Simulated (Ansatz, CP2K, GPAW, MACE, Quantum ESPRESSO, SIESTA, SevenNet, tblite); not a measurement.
# Codes compared on amorphous SnO2 (72 atoms)

Aim: run amorphous SnO2 (72 atoms) in several programs and set results and cost side by side. A plane-wave run serves as the reference.

Calculated with Quantum ESPRESSO 7.5; Kohn-Sham DFT, PBE, SSSP efficiency 1.3.0 pseudopotentials, plane waves.

### 1. Starting point

The cell holds 72 atoms: 24 Sn and 48 O. Its edges and angles: a = 9.851 Å, b = 9.851 Å, c = 9.851 Å, α = 90.0°, β = 90.0°, γ = 90.0°. 72 atoms (24 Sn, 48 O) placed at random at 6.03 g/cm³, melted at 5000 K for 10 ps at fixed volume with the Morse and Coulomb pair potential with partial charges (Pedone, Malavasi, Menziani, Cormack and Segre, J. Phys. Chem. B 110, 11780 (2006)). Quenched from 5000 K to 300 K at 50 K/ps and fixed volume, held 10 ps at zero pressure, then minimised at fixed cell. Then every atom was moved at random, 0.02 Å r.m.s. a Cartesian component.

### 2. Plane-wave reference

Input file pw.in:

```
&control
  calculation = 'scf'
  pseudo_dir = './pseudo'
  outdir = './tmp'
  disk_io = 'none'
  tprnfor = .true.
  tstress = .true.
/
&system
  ibrav = 0
  nat = 72
  ntyp = 2
  ecutwfc = 60
  ecutrho = 480
  nosym = .true.
  occupations = 'smearing'
  smearing = 'fd'
  degauss = 0.003675
/
&electrons
  conv_thr = 3.6e-07
  electron_maxstep = 100
  mixing_beta = 0.4
  mixing_mode = 'plain'
  diagonalization = 'david'
/
ATOMIC_SPECIES
Sn 118.710 Sn.upf
O 15.999 O.upf
CELL_PARAMETERS angstrom
9.85089 0.00000 0.00000
0.00000 9.85089 0.00000
0.00000 0.00000 9.85089
ATOMIC_POSITIONS crystal
Sn 0.73259 0.67325 0.33158
Sn 0.04863 0.22003 0.43277
Sn 0.50783 0.17790 0.09886
Sn 0.77306 0.46387 0.57745
Sn 0.22183 0.69990 0.38967
Sn 0.49325 0.72237 0.59755
Sn 0.97942 0.20499 0.94457
Sn 0.20718 0.46886 0.75049
Sn 0.20774 0.03425 0.17557
Sn 0.58124 0.99520 0.47577
Sn 0.82896 0.02814 0.23825
Sn 0.98042 0.72669 0.12158
[... 56 atom lines left out ...]
O 0.62857 0.78852 0.47161
O 0.90106 0.31442 0.53701
O 0.38552 0.73193 0.02550
O 0.18453 0.36348 0.36839
K_POINTS gamma
```

Started as:

```bash
> OMP_NUM_THREADS=1 mpirun -np 4 pw.x -in pw.in > output.txt
```

What it wrote:

```text
Program PWSCF
     gamma-point specific algorithms are used
     one sub-group per band group will be used
     scalapack distributed-memory algorithm (size of sub-group:  2*  2 procs)
     Parallelization info
     sticks:   dense  smooth     PW     G-vecs:    dense   smooth      PW
     Min        3305    1652    411               286341   101315   12668
     Max        3308    1656    414               286344   101316   12678
     Sum       13229    6613   1649              1145373   405263   50685
     bravais-lattice index     =            0
     lattice parameter (alat)  =      18.6155  a.u.
     unit-cell volume          =    6450.9401 (a.u.)^3
     number of atoms/cell      =           72
     number of atomic types    =            2
[... lines left out ...]
     number of k points=     1  Fermi-Dirac smearing, width (Ry)=  0.0037
[... lines left out ...]
     total energy              =   -5912.97198332 Ry
[... lines left out ...]
     total energy              =   -5917.68396996 Ry
[... lines left out ...]
     total energy              =   -5917.72601195 Ry
[... lines left out ...]
     c_bands:  1 eigenvalues not converged
[... lines left out ...]
     c_bands:  1 eigenvalues not converged
[... lines left out ...]
     total energy              =   -5917.78437539 Ry
[... lines left out ...]
     total energy              =   -5917.78437775 Ry
[... lines left out ...]
   -13.1277 -13.1055 -13.0864 -13.0580 -13.0285 -12.9935 -12.9614 -12.9440
   -12.9232 -12.8850 -12.8714 -12.8649 -12.8468 -12.8192 -12.7967 -12.7848
[...]
15.9864  16.0258  16.0788  16.1051  16.2408  16.3261  16.4243  16.5455
    16.6113  16.6420  16.8041  16.9009  16.9421  17.0667  17.1434  17.1957
    17.2722  17.3138  17.3671  17.4216  17.4370  17.6495
     the Fermi energy is     8.4438 ev
!    total energy              =   -5917.78437790 Ry
     estimated scf accuracy    <       0.00000018 Ry
     smearing contrib. (-TS)   =      -0.00285862 Ry
     internal energy E=F+TS    =   -5917.78151928 Ry
     The total energy is F=E-TS. E is the sum of the following terms:
     one-electron contribution =   -2129.82561578 Ry
     hartree contribution      =    1529.52382933 Ry
     xc contribution           =   -1505.89754332 Ry
     ewald contribution        =   -3354.84928241 Ry
     one-center paw contrib.   =    -456.73290709 Ry
     convergence has been achieved in  15 iterations
     Forces acting on atoms (cartesian axes, Ry/au):
     atom    1 type  1   force =    -0.03484866   -0.02759086    0.00830711
     atom    2 type  1   force =    -0.00666076   -0.00007120   -0.02003566
     atom    3 type  1   force =    -0.01116461    0.06141228    0.01401914
[...]
atom   71 type  2   force =    -0.00208150   -0.01871300    0.00042582
     atom   72 type  2   force =    -0.00176389    0.01666848    0.02028878
     Total force =     0.392151     Total SCF correction =     0.001377
     Computing stress (Cartesian axis) and pressure
          total   stress  (Ry/bohr**3)                   (kbar)     P=       85.06
   0.00051707   0.00001731   0.00002983           76.06        2.55        4.39
   0.00001731   0.00056004  -0.00003927            2.55       82.38       -5.78
   0.00002983  -0.00003927   0.00065750            4.39       -5.78       96.72
     Message from routine punch:
     Nothing written, as per user request (disk_io='none')
```

It took 2.3 min on 4 MPI ranks of Arm Neoverse V2, shared host; peak memory 3 GiB; 9.4 min of CPU time.

Banners, paths, timers and routine set-up lines are dropped from the logs unmarked, and long logs keep their key lines alone; longer cuts are marked.

Numbers from this run:

* r.m.s. force component: 0.686 eV/Å
* longest force: 2.589 eV/Å
* pressure: 8.505 GPa

### 3. Structure statistics

Pair distribution functions g(r), in bins of 0.1 Å:

```csv
r (Å),total,O-O,O-Sn,Sn-Sn
1.75,0.00,0.00,0.00,0.00
1.85,0.25,0.00,0.56,0.00
1.95,2.46,0.00,5.52,0.00
2.05,4.49,0.00,10.10,0.00
2.15,1.46,0.00,3.29,0.00
2.25,0.41,0.00,0.91,0.00
2.35,0.16,0.00,0.36,0.00
2.45,0.20,0.33,0.11,0.00
2.55,0.67,1.31,0.20,0.00
2.65,0.67,1.41,0.09,0.00
2.75,1.28,2.88,0.00,0.00
2.85,1.15,2.50,0.08,0.00
2.95,1.49,3.20,0.07,0.30
3.05,1.20,2.34,0.14,0.84
3.15,1.00,1.73,0.33,0.79
3.25,1.06,1.26,0.25,3.53
3.35,1.02,1.00,0.89,1.64
3.45,0.64,0.72,0.33,1.55
3.55,0.65,0.47,0.58,1.66
3.65,0.99,0.59,1.04,2.39
3.75,1.19,0.57,1.32,3.16
3.85,0.95,0.49,1.03,2.50
3.95,1.21,0.97,1.40,1.35
4.05,1.04,1.05,1.13,0.64
4.15,1.06,0.50,1.76,0.46
4.25,0.99,0.69,1.32,0.88
4.35,0.90,0.63,1.29,0.42
4.45,0.80,0.63,1.10,0.27
4.55,1.10,0.64,1.75,0.38
4.65,0.90,0.67,1.19,0.61
4.75,0.98,0.73,1.26,0.82
4.85,1.05,0.90,1.12,1.34
```

Bonds by pair of elements; cutoffs follow the first minimum of g(r), held within bounds set by covalent radii, and pairs that aren't listed don't count as bonded (cutoffs were set anew for this text, so counts can differ from the run's own analysis):

```csv
pair A-B,cutoff (Å),bonds,mean length (Å),spread (Å),shortest (Å),B about A,A about B
O-Sn,2.52,133,2.06,0.101,1.86,2.77,5.54
```

How many atoms have how many bonded neighbours:

```csv
element,mean,2,3,4,5,6
O,2.77,12,35,1,0,0
Sn,5.54,0,0,1,9,14
```

Rings of the network by King's shortest-path rule, up to 12 atoms, one path for each pair of neighbours; H, halogens, alkali and alkaline-earth atoms are left out, and the last column divides by all other atoms, bonded or not:

```csv
ring size (atoms),rings,per network atom
4,25,0.347
6,55,0.764
8,82,1.14
10,30,0.417
12,2,0.028
```

### 4. The ladder

The programs:
- CP2K 2026.2: Gaussian basis with GTH pseudopotentials and a plane-wave density; labels give functional, basis (MOLOPT sets; SR short-range, UZH the newer set with its own potentials), grid cutoff/relative cutoff and solver (OT: orbital transformation; TRS4, TC2, SIGN: linear-scaling purification with its sparsity filter), or its built-in tight binding.
- GPAW 26.7.0: PAW with atomic orbitals (LCAO), plane waves or a real-space grid of spacing h.
- MACE: machine-learned potential, published weights.
- SIESTA 5.4.2: numerical atomic orbitals, whose automatically made sets are far from complete, with PseudoDojo norm-conserving potentials that we converted to its format (checked against plane waves on the same files for H, C, O, Si, Ge and Ca alone); labels give functional, basis size, energy shift and mesh cutoff.
- SevenNet: machine-learned potential, published weights.
- tblite 0.8.0: extended tight binding, driven from Python.

All use the same cell and atoms; the electronic-structure runs use the same k-mesh, and an electronic temperature of 580 K (0.05 eV) where levels are smeared.

Differences are against the plane-wave reference, forces as r.m.s. over components; share is that over the reference's r.m.s. force, slope the least-squares factor from reference forces to these. Total energies of different programs have different zeros and aren't compared.

```csv
run,"Δ force, r.m.s. (meV/Å)",share (%),slope,Δ pressure (GPa),cores,CPU time,memory (GiB)
reference,-,-,-,-,4,9.4 min,3.0
"CP2K PBE, DZVP-UZH, 600/50 Ry, diagonalisation",128,18.7,1.015,3.63,4,4.2 min,4.7
"CP2K PBE, SZV-MOLOPT-SR, 600/50 Ry, diagonalisation (coarse)",326,47.5,1.106,13.9,2,4.5 min,2.8
"GPAW PBE, LCAO dzp, h 0.18 Å",127,18.6,1.098,-,1,2.7 min,1.5
MACE MP-0b2 small potential,148,21.6,0.838,-0.579,1,5.3 s,0.67
"SIESTA PBE, DZP, shift 0.01 Ry, mesh 500 Ry",181,26.4,1.163,5.14,2,6.5 min,2.2
"SIESTA PBE, SZP, shift 0.01 Ry, mesh 500 Ry (coarse)",227,33.2,1.203,6.97,2,6.2 min,2
SevenNet 0 potential,101,14.7,0.938,0.506,1,6.3 s,0.86
SevenNet l3i5 potential,70.8,10.3,0.978,0.226,1,8 s,1.3
tblite GFN1-xTB,441,64.3,0.494,-16.3,1,2.5 s,0.11
```

Rows marked coarse were listed beforehand as settings not expected to be converged; some can still land near the reference.

Times of the machine-learned potentials are mostly Python's start and the loading of weights.

CPU time is summed over cores on a shared host, where runs went side by side, so it is rough. Symmetry, cutoffs, thresholds, outputs and thread counts weren't matched or tuned between programs; memory under MPI is the largest rank's times the ranks.

Mean charges by element (e), by run and scheme:

```csv
run,scheme,Sn,O
"CP2K PBE, DZVP-UZH, 600/50 Ry, diagonalisation",Mulliken,+2.03,-1.02
"CP2K PBE, DZVP-UZH, 600/50 Ry, diagonalisation",Hirshfeld,+0.64,-0.32
"SIESTA PBE, DZP, shift 0.01 Ry, mesh 500 Ry",Hirshfeld,+0.57,-0.29
tblite GFN1-xTB,Mulliken,+0.74,-0.37
```

### 5. What came out

| Quantity | Value |
| --- | --- |
| reference r.m.s. force component | 0.686 eV/Å |
| nearest in forces | SevenNet l3i5 potential, 10 % |
| farthest in forces | tblite GFN1-xTB, 64 % |
| cheapest electronic-structure run beside the reference | tblite GFN1-xTB, 2.5 s of CPU time |

In words: The PBE runs in local orbitals, coarse settings apart, differ by 19 % (GPAW PBE, LCAO dzp, h 0.18 Å) to 26 % (SIESTA PBE, DZP, shift 0.01 Ry, mesh 500 Ry); basis, grid and potentials can all enter. Tight binding differs by 64 % (tblite GFN1-xTB); it is another model, with fitted parameters of its own, and the xTB methods hold dispersion. Machine-learned potentials differ by 10 % (SevenNet l3i5 potential) to 22 % (MACE MP-0b2 small potential); they were trained on other programs' data. Among those trained on PBE data the slope goes as low as 0.84, which softening far from their training structures can give, though the reference's k-sampling is untested too. Runs with settings chosen to be coarse differ by 33 % (SIESTA PBE, SZP, shift 0.01 Ry, mesh 500 Ry) to 47 % (CP2K PBE, SZV-MOLOPT-SR, 600/50 Ry, diagonalisation), their programs' other errors included. Of the electronic-structure runs that take under half the reference's CPU time, GPAW PBE, LCAO dzp, h 0.18 Å is among the nearest, at 19 % in 2.7 min against 9.4 min. SIESTA PBE, SZP, shift 0.01 Ry, mesh 500 Ry stiffens the forces by a factor of 1.20 while following their directions (correlation 0.977); the slopes of the 2 SIESTA runs lie between 1.16 and 1.20. In pressure, CP2K PBE, SZV-MOLOPT-SR, 600/50 Ry, diagonalisation misses by +13.9 GPa, at the same functional. Charges hang on model, scheme and program or settings: among these rows the mean for Sn runs from +0.57 to +2.03 e. In the reference: first main peaks of g(r), for some of the pairs, lie near 2.0 Å (O-Sn). Periodic xTB results under one method name differ between programs and library versions. The potentials hold different valence shells: 624 electrons in the reference, 384 in CP2K with SZV-MOLOPT-SR; this bears on time and differences. The reference's pressure holds the uncorrected Pulay stress of its 60 Ry basis, so small pressure differences, and their order, may be the reference's own error. Machine-learned potentials mimic data converged in k, so the reference's own k-point error enters their differences. The quench rate of 50 K/ps is many orders above laboratory rates, so the cell is likely richer in defects and strain than a real sample. The network of bonds at the start is that of the classical potential that made the cell, and needn't be the one that DFT or experiment would give. The electronic-structure runs sample only Γ, in a cell whose shortest periodic width is 10 Å.

[Also dropped from logs without a mark: logging warnings of Python, and SIESTA's first energy breakdown and zero terms.]

[Logs are printed without paths, hosts, clocks, repeated set-up lines and the standing remarks that a program may print on its own settings, such as how far it seeks lower states.]

[Hosts, paths, dates, database ids (printed as entryN), source tags and the programs' standing remarks are cut or masked in the printed files.]
